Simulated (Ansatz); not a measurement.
Records of electronic-structure calculations.

```cif
data_caauo3
_symmetry_space_group_name_H-M 'Pm-3m'
_symmetry_Int_Tables_number 221
_cell_length_a 3.9611
_cell_length_b 3.9611
_cell_length_c 3.9611
_cell_angle_alpha 90.000
_cell_angle_beta 90.000
_cell_angle_gamma 90.000
_cell_volume 62.15
loop_
_atom_site_label
_atom_site_type_symbol
_atom_site_symmetry_multiplicity
_atom_site_Wyckoff_symbol
_atom_site_fract_x
_atom_site_fract_y
_atom_site_fract_z
_atom_site_occupancy
Ca1 Ca 1 a 0.00000 0.00000 0.00000 1
Au1 Au 1 b 0.50000 0.50000 0.50000 1
O1 O 3 c 0.00000 0.50000 0.50000 1
_calc_subject 'Screened interactions in CaAuO3 (cubic perovskite) (Pm-3m)'
_calc_method 'DFT, LDA, plane waves, PAW (and 1 further level or step)'
_calc_program 'Ansatz 0.2.0'
_calc_settings_of_one_run 'cutoff 420 eV, 8×8×8 k-mesh, smearing width 0.08 eV, default PAW, coordination {"Au": "octahedral"}, magnetic state non-magnetic by constraint'
_calc_cost '2 runs, 2.2 min in all on 4 threads of Arm Neoverse V2, shared host (the runs of this entry)'
_calc_notes 'The structure was built from a prototype and need not be the compound’s stable phase. This run has no spin polarisation although its electron count is odd. The structure was relaxed with LDA. The structure type comes from a generator and need not be one that this composition takes. Limits: no spin-orbit coupling. The bands cross the Fermi level under this constraint, which need not be the crystal’s state: magnetic order, correlation or a lattice distortion may open a gap. Spin-orbit coupling, which is strong for atoms this heavy, is left out.'
_calc_au_d_anion_p 'U 7.49 eV, U′ 6.42 eV, J 0.53 eV, bare V 17.3 eV'
_calc_method 'constrained RPA on non-magnetic LDA, 4×4×4 mesh, static; search for lower states off'
```

[Paths, hosts, dates, memory and timing lines, banners, echoed tables and standing remarks are left out of the program output.]

[Logs are printed without paths, hosts, clocks, repeated set-up lines and the standing remarks that a program may print on its own settings, such as how far it seeks lower states.]

[Runs of the session that timed out or met a known fault of the program may be left out.]

[Hosts, paths, dates, database ids (printed as entryN), source tags and the programs' standing remarks are cut or masked in the printed files.]
